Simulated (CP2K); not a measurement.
Two runs for the C K edge of pyrrole. Run A: CP2K XAS_TDP, all-electron GAPW, PBEh(45%), aug-cc-pVDZ, TDA, no relativity. Run B differs in one setting.

First lines with a strength over 0.0015. A:

| atom | energy (eV) | states | strength, one atom |
| --- | --- | --- | --- |
| C1 (bonded to 2 C and H), 2 alike | 282.25 | 1 | 0.0493 |
|  | 283.81 | 1 | 0.0064 |
|  | 284.24 | 1 | 0.0040 |
|  | 284.37 | 1 | 0.0032 |
|  | 285.48 | 1 | 0.0031 |
| C3 (bonded to C, N and H), 2 alike | 282.67 | 1 | 0.0519 |
|  | 284.43 | 1 | 0.0096 |
|  | 285.34 | 1 | 0.0028 |
|  | 286.00 | 1 | 0.0030 |
|  | 286.26 | 1 | 0.0017 |

B:

| atom | energy (eV) | states | strength, one atom |
| --- | --- | --- | --- |
| C1 (bonded to 2 C and H), 2 alike | 276.61 | 1 | 0.0306 |
|  | 277.52 | 1 | 0.0036 |
|  | 277.62 | 1 | 0.0113 |
|  | 278.75 | 1 | 0.0018 |
|  | 279.63 | 2 | 0.0035 |
| C3 (bonded to C, N and H), 2 alike | 277.15 | 1 | 0.0389 |
|  | 277.74 | 1 | 0.0037 |
|  | 278.52 | 1 | 0.0020 |
|  | 279.12 | 1 | 0.0035 |
|  | 279.48 | 1 | 0.0029 |

**Question.** Which was it: the functional, scalar relativity switched on, GW2X switched on, the basis?

The functional (functional from PBEh(45%) to PBE0; the lines alone don't name the new value). A functional moves all lines by electronvolts and changes their spacings and strengths. Against PBEh(45%) in aug-cc-pVDZ, the leading lines move by -5.64 eV (C1, to 276.61) and -5.52 eV (C3, to 277.15); the strength of C1's goes from 0.0493 to 0.0306. The next line of C1 over the strength cut lies 0.91 eV higher, against 1.56.

[Hosts, paths, dates, database ids (printed as entryN), source tags and the programs' standing remarks are cut or masked in the printed files.]
